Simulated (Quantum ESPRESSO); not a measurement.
# λ and ρ(T) of Mo (Im-3m) from pw.x, ph.x and EPW, part 2 of 4

Aim: the electron–phonon coupling and the phonon-limited resistivity of Mo (Im-3m), by Wannier interpolation to fine meshes.

Quantum ESPRESSO 7.5; DFT LDA, scalar-relativistic, plane waves, PseudoDojo 0.4.1 norm-conserving pseudopotentials.

So far. Step 2 (Relaxation): The volume ends at 15.09 Å³ an atom, -3.2 % from the start. Step 3 (Ground state): The Fermi level lies at 21.86 eV and the pressure is -0.028 GPa.

## Step 4: Phonons on the coarse mesh (continued)

Frequencies at the irreducible wavevectors:

```csv
q1,q2,q3,star,mode 1 (cm⁻¹),mode 2 (cm⁻¹),mode 3 (cm⁻¹)
0,0,0,1,-6.2,-6.2,-6.2
0,0,0.1667,12,78.2,98.4,151.7
0,0,0.3333,12,151.3,171.9,240
0,0,0.5,6,155.9,208.9,282.3
0,0.1667,0.1667,24,148.1,151,221.1
0,0.1667,0.3333,48,190.4,207.7,256.1
0,0.3333,0.3333,8,221.5,240.2,240.2
0.1667,0.1667,0.1667,8,200.7,200.7,244.1
0.1667,0.1667,0.3333,12,209,228.7,244.8
0.1667,0.1667,-0.1667,6,111.7,111.7,215.3
0.1667,0.3333,-0.3333,24,163.4,174.2,253
0.1667,0.5,0.5,12,172.8,230.6,266.6
0.1667,0.5,-0.3333,24,200.4,215.8,261.2
0.3333,0.3333,-0.3333,6,191,191,276.8
0.3333,0.5,0.5,12,189.5,220.5,243
0.5,0.5,0.5,1,200.2,200.2,200.2
```

The lowest mode off the zone centre lies at 78.2 cm⁻¹ and the highest of all solved modes at 282 cm⁻¹, so the solved wavevectors are stable. The acoustic modes at the centre lie within 6.2 cm⁻¹ of zero before the sum rule is imposed.

## Step 5: Bands for the check

Bands on a path serve later as the test of the Wannier interpolation; inside the frozen window, points that lie on the coarse mesh match by construction, and those between them test it.

Input file bands.in:

```
 &control
    calculation='bands',
    prefix='x',
    outdir='./tmp',
    pseudo_dir='./pseudo',
    verbosity='high',
 /
 &system
    ibrav=0,
    nat=1,
    ntyp=1,
    ecutwfc=80.0,
    occupations='smearing',
    smearing='mv',
    degauss=0.02,
    nbnd=30,
 /
 &electrons
    conv_thr=1.0d-10,
 /
ATOMIC_SPECIES
 Mo     95.9500  Mo.upf
CELL_PARAMETERS angstrom
    -1.556665700    1.556665700    1.556665700
     1.556665700   -1.556665700    1.556665700
     1.556665700    1.556665700   -1.556665700
ATOMIC_POSITIONS crystal
 Mo     0.000000000   0.000000000   0.000000000
K_POINTS crystal
73
 0.00000000 0.00000000 0.00000000 0.01369863
 0.02777778 -0.02777778 0.02777778 0.01369863
 0.05555556 -0.05555556 0.05555556 0.01369863
 0.08333333 -0.08333333 0.08333333 0.01369863
[the list of k-points goes on]
```

Started as:

```console
> OMP_NUM_THREADS=1 mpirun -n 16 pw.x -nk 16 -in bands.in > bands.out
```

The program printed:

```text
[banner, memory and clock lines left out]
[...]
number of Kohn-Sham states=           30
```

Elapsed: 2.9 s, on 16 MPI ranks of Arm Neoverse V1, shared host.

## Step 6: States on the coarse mesh

Wannier functions need the states on a full uniform k mesh, and the couplings need it to be a multiple of the q mesh.

Input file nscf.in:

```
 &control
    calculation='nscf',
    prefix='x',
    outdir='./tmp',
    pseudo_dir='./pseudo',
    verbosity='high',
 /
 &system
    ibrav=0,
    nat=1,
    ntyp=1,
    ecutwfc=80.0,
    occupations='smearing',
    smearing='mv',
    degauss=0.02,
    nbnd=30,
 /
 &electrons
    conv_thr=1.0d-11,
 /
ATOMIC_SPECIES
 Mo     95.9500  Mo.upf
CELL_PARAMETERS angstrom
    -1.556665700    1.556665700    1.556665700
     1.556665700   -1.556665700    1.556665700
     1.556665700    1.556665700   -1.556665700
ATOMIC_POSITIONS crystal
 Mo     0.000000000   0.000000000   0.000000000
K_POINTS crystal
1728
 0.00000000 0.00000000 0.00000000 0.00057870
 0.00000000 0.00000000 0.08333333 0.00057870
 0.00000000 0.00000000 0.16666667 0.00057870
 0.00000000 0.00000000 0.25000000 0.00057870
[the list of k-points goes on]
```

Started as:

```console
> OMP_NUM_THREADS=1 mpirun -n 16 pw.x -nk 16 -in nscf.in > nscf.out
```

The program printed:

```text
[banner, memory and clock lines left out]
[...]
number of Kohn-Sham states=           30
     the Fermi energy is    21.8596 ev
```

Elapsed: 52 s, on 16 MPI ranks; 14 min of CPU time.

## Step 7: Wannier functions and couplings

Projections Mo s, p, d start 9 Wannier functions; states up to 2.5 eV over the Fermi level are frozen, and the projected functions are kept without the localisation step. Hamiltonian, force constants and couplings go to real space.

Input file epw1.in:

```
--
 &inputepw
    prefix='x',
    outdir='./tmp',
    dvscf_dir='./save',
    elph=.true.,
    etf_mem=1,
    nbndsub=9,
    bands_skipped='exclude_bands = 1-4',
    use_ws=.true.,
    vme='wannier',
    asr_typ='crystal',
    nk1=12,
    nk2=12,
    nk3=12,
    nq1=6,
    nq2=6,
    nq3=6,
    amass(1)=95.95,
    epwwrite=.true.,
    epwread=.false.,
    wannierize=.true.,
    num_iter=0,
    dis_win_max=61.86,
    dis_froz_max=24.36,
    proj(1)='Mo:s;p;d',
    wdata(1)='dis_num_iter = 600',
    wdata(2)='guiding_centres = .true.',
    wdata(3)='num_print_cycles = 50',
    wdata(4)='dis_mix_ratio = 0.7',
    band_plot=.true.,
    filkf='path.dat',
    filqf='path.dat',
    fsthick=100.0,
    efermi_read=.true.,
    fermi_energy=21.8596,
 /
```

Started as:

```console
> OMP_NUM_THREADS=1 mpirun -n 16 epw.x -nk 16 -in epw1.in > epw1.out
```

The program printed:

```text
[the first part of the log is left out]
     Number of WS vectors for phonons      259
     Number of WS vectors for electron-phonon      259
     Maximum number of cores for efficient parallelization      259
     Inside velocity step 1
     Velocity matrix elements calculated
     Writing Hamiltonian, Dynamical matrix and EP vertex in Wann rep to file
     ===================================================================
     Memory usage:  VmHWM =      1094Mb
                   VmPeak =      1690Mb
     ===================================================================
     Using q-mesh file: path.dat
     WARNING: q-point weigths do not add up to 1 [loadqmesh_serial]
     Size of q point mesh for interpolation:         73
     Using k-mesh file: path.dat
     WARNING: k-point weigths do not add up to 1 [loadkmesh_para]
     Size of k point mesh for interpolation:         73
     Fermi energy coarse grid =  21.859587 eV
     ===================================================================
     Fermi energy is read from the input file: Ef =  21.859600 eV
     ===================================================================
     Skipping    4 occupied bands:
     The Fermi level will be determined with   6.00000 electrons
              ibndmin =     1  ebndmin =    14.614 eV
              ibndmax =     9  ebndmax =    52.388 eV
     Number of ep-matrix elements per pool :         1215 ~=    9.49 Kb (@ 8 bytes/ DP)
     We only need to compute       73 q-points
     ===================================================================
     Memory usage:  VmHWM =      1094Mb
                   VmPeak =      1690Mb
     ===================================================================
```

The job ended after 27 min (16 MPI ranks; 7.2 h of CPU time).

Numbers from this step:

```
r.m.s. error of the interpolated bands from 2 eV under to 1 eV over the Fermi level : 1.7 meV
largest error in that range                                                         : 10 meV
lowest interpolated frequency on the path                                           : 0 cm⁻¹
```

Electronic bands along the path, in eV, zero at the Fermi level; # counts the bands kept:

```csv
point,#1,#2,#3,#4,#5,#6,#7
Γ,-7.25,-1.32,-1.32,-1.32,1.81,1.81,15.14
halfway,-3.69,-2.74,-0.53,-0.53,1.03,3.70,15.62
H,-5.62,-5.62,4.33,4.33,4.33,9.47,9.47
halfway,-4.48,-3.38,-0.69,0.43,4.72,7.98,11.27
N,-5.43,-3.46,1.86,1.91,2.51,5.15,12.26
halfway,-5.25,-2.52,-1.49,1.23,1.27,1.98,15.20
Γ,-7.25,-1.32,-1.32,-1.32,1.81,1.81,15.14
0.47 of the way,-4.39,-2.69,-2.69,1.77,1.77,2.93,16.33
P,-2.58,-2.58,-2.58,2.65,2.65,9.98,12.11
0.47 of the way,-3.19,-2.94,-2.94,2.45,2.45,10.77,11.23
H,-5.62,-5.62,4.33,4.33,4.33,9.47,9.47
```

The same for Wannier interpolation:

```csv
point,#1,#2,#3,#4,#5,#6,#7
Γ,-7.25,-1.32,-1.32,-1.32,1.81,1.81,30.53
H,-5.62,-5.62,4.33,4.33,4.33,10.67,10.67
N,-5.43,-3.46,1.86,1.91,2.54,5.15,12.46
Γ,-7.25,-1.32,-1.32,-1.32,1.81,1.81,30.53
P,-2.58,-2.58,-2.58,2.65,2.65,9.98,12.20
H,-5.62,-5.62,4.33,4.33,4.33,10.67,10.67
```

The first set of electronic bands as a text plot (rows in eV, shown from -7.2 to 8.0 only):

```
    7.7 |           *      *                      *
    7.0 |          *
    6.4 |         *         *                    *
    5.8 |
    5.1 |                   *****               *
    4.5 |        *   *******  *  *                              *
    3.9 |      **   ** *          *            *              ***
    3.2 |     *   **           *                             * *
    2.6 |   **      *   *       ****              ***********
    2.0 |***     * *    **     *************  ****            *
    1.3 | *    ** *      *    ***  *****    **
    0.7 |  *              ****   *   *       *               *
    0.1 |   *** **        *   *   *   *     *
   -0.6 |   ** *           * *     *   *
   -1.2 |******                     * ******
   -1.8 |                   *        ***    **     *   **   *
   -2.5 |      *            **      **        *  ** ***  * *
   -3.1 |       *          *  ******           *****  *   **
   -3.8 |      ***        *                    *       ***  *
   -4.4 |     *   **     ****
   -5.0 |    *     **   **   **  ****         *              **
   -5.7 |   *        ***       **    *       *                 **
   -6.3 |                             **    *
   -6.9 |***                            ****
         Γ            H         N        Γ           P          H
```

Phonon branches along the path, in cm⁻¹:

```csv
point,branch 1,branch 2,branch 3
Γ,0,0,0
halfway,166,166,251
H,200,200,200
halfway,183,246,246
N,156,209,282
halfway,127,138,203
Γ,0,0,0
0.47 of the way,156,156,217
P,227,227,227
0.47 of the way,223,240,240
H,200,200,200
```

The phonon branches as a text plot (rows in cm⁻¹):

```
    277 |        **          ****
    265 |       *  *        *    *
    253 |      *          *       *               *
    241 |           *    * *       *            ** **  *****
    229 |     *         * * *                  *     **    ****
    218 |    *           *   **                    ** *****    *
    206 |            ****      **   *            **          ****
    194 |   *     **** ***       *            * *
    182 |       **        **      *  *
    171 |      *            **     *         * *
    159 |                     *****
    147 |                          *  *     *
    135 |  *  *                     *         *
    124 |                           ** *
    112 |    *                               *
    100 |                            **
     88 | * *                               *
     76 |                             **   *
     65 |
     53 |                              *
     41 |* *                            * **
     29 |                               *
     18 | *                               *
      6 |*                              **
         Γ            H         N        Γ           P          H
```

Near the Fermi level the interpolated bands miss those of pw.x by 2 meV r.m.s. and 10 meV at most, each level matched to the nearest interpolated one; the r.m.s. value is under the 60 meV set for going on.

## Step 8: Coupling and Tc: fine k 20×20×20, q 10×10×10, width 0.15 eV, window 0.61 eV

The couplings are interpolated to a fine mesh near the Fermi level; their sum gives α²F and λ, and the linearised gap equation gives Tc.

Input file a2f-1.in:

```
--
 &inputepw
    prefix='x',
    outdir='./tmp',
    dvscf_dir='./save',
    elph=.true.,
    etf_mem=1,
    nbndsub=9,
    bands_skipped='exclude_bands = 1-4',
    use_ws=.true.,
    vme='wannier',
    asr_typ='crystal',
    nk1=12,
    nk2=12,
    nk3=12,
    nq1=6,
    nq2=6,
    nq3=6,
    amass(1)=95.95,
    epwwrite=.false.,
    epwread=.true.,
    wannierize=.false.,
    nkf1=20,
    nkf2=20,
    nkf3=20,
    nqf1=10,
    nqf2=10,
    nqf3=10,
    mp_mesh_k=.true.,
    ephwrite=.true.,
    eliashberg=.true.,
    liso=.true.,
    limag=.true.,
    tc_linear=.true.,
    tc_linear_solver='lapack',
    fsthick=0.61,
    degaussw=0.15,
    degaussq=0.5,
    nqstep=500,
    muc=0.13,
    wscut=0.3,
    nsiter=500,
    nstemp=7,
    temps=0.5 1.0 2.0 4.0 8.0 16.0 32.0,
 /
```

Started as:

```console
> OMP_NUM_THREADS=1 mpirun -n 16 epw.x -nk 16 -in a2f-1.in > a2f-1.out
```

The program printed:

```text
[the first part of the log is left out]
            Electron smearing (eV) =    0.150000000000000D+00
                 Fermi window (eV) =    0.610000000000000D+00
     Finish writing .ephmat files
     ===================================================================
     Memory usage:  VmHWM =        80Mb
                   VmPeak =       688Mb
     ===================================================================
     Finish writing dos file x.dos
     Finish writing phdos files x.phdos and x.phdos_proj
     ===================================================================
     Solve isotropic Eliashberg equations
     ===================================================================
     Finish reading freq file
                  Fermi level (eV) =     2.2005209482E+01
     DOS(states/spin/eV/Unit Cell) =     3.3450217918E-01
            Electron smearing (eV) =     1.5000000000E-01
                 Fermi window (eV) =     6.1000000000E-01
     Nr irreducible k-points within the Fermi shell =        97 out of       256
           2 bands within the Fermi window
     Finish reading egnv file
     Max nr of q-points =       438
     Finish reading ikmap files
     Start reading .ephmat files
     Finish reading .ephmat files
     a2f file is not found to estimate initial gap: calculating a2f files
     Finish reading a2f file
     Electron-phonon coupling strength =    0.4384917
     Estimated Tc using McMillan expression =   0.9617 K for muc =   0.1300
     Estimated Tc using Allen-Dynes modified McMillan expression =   0.9757 K
     Estimated Tc using SISSO machine learning model =   1.0433 K
     Estimated w_log =  23.7804 meV
     Estimated BCS superconducting gap using McMillan Tc =   0.1459 meV
     WARNING WARNING WARNING
     The code may crash since tempsmax =   32.000 K is larger than McMillan Tc =     0.962 K
     Start: Solving (isotropic) linearized Eliashberg equation with solver = lapack
     For the first Temp.    0.50  K
       Total number of frequency points nsiw(     1) =   1108
       Cutoff frequency wscut =     0.3001
     Superconducting transition temp. Tc is the one which has Max. eigenvalue close to 1
      -----------------------------------------------------------------
             Temp.       Max.         nsiw     wscut    Nr. of iters
             (K)       eigenvalue    (itemp)   (eV)      to Converge
      -----------------------------------------------------------------
             0.50      1.3942586     1108      0.3001        1
             1.00      1.1849754      554      0.3002        1
             2.00      0.9771859      277      0.3005        1
             4.00      0.7718123      139      0.3021        1
             8.00      0.5692776       69      0.3010        1
            16.00      0.3735145       35      0.3075        1
            32.00      0.1887956       17      0.3032        1
      -----------------------------------------------------------------
     Finish: Solving (isotropic) linearized Eliashberg equation
```

The job ended after 7 min (16 MPI ranks; 1.9 h of CPU time).

Numbers from this step:

```yaml
coupling_constant_lambda: 0.4385
log_mean_phonon_energy_omega_log: 23.78 meV
density_of_states_at_the_fermi_level: 0.3345 states/eV a spin and cell
fermi_level_on_the_fine_mesh: 22.01 eV
```

The a2F has structure finer than the step of the table below, so its rows give means over 2 meV, whole bins alone (the curve runs from 0.077 to 38.3 meV). Peaks (meV: height): 20.4: 0.475, 25.3: 0.600, 27.8: 0.330, 30.6: 0.631, 32.7: 0.32.

A2F against phonon energy; means over each step:

phonon energy (meV), a2F and a bar:
```
        2      0.000 
        4      0.003 
        6      0.004 
        8      0.005 
       10      0.008 #
       12      0.016 #
       14      0.018 #
       16      0.039 ###
       18      0.134 #########
       20      0.268 ###################
       22      0.309 ######################
       24      0.430 ##############################
       26      0.332 #######################
       28      0.283 ####################
       30      0.382 ###########################
       32      0.318 ######################
       34      0.144 ##########
       36      0.004
```

λ = 0.438 and ħω_log = 23.8 meV. The eigenvalue passes 1 near 1.9 K.

(Continued in part 3 of 4.)

[The logs of pw.x and epw.x are selected lines.]

[Logs are printed without paths, hosts, clocks, repeated set-up lines and the standing remarks that a program may print on its own settings, such as how far it seeks lower states.]

[Hosts, paths, dates, database ids (printed as entryN), source tags and the programs' standing remarks are cut or masked in the printed files.]
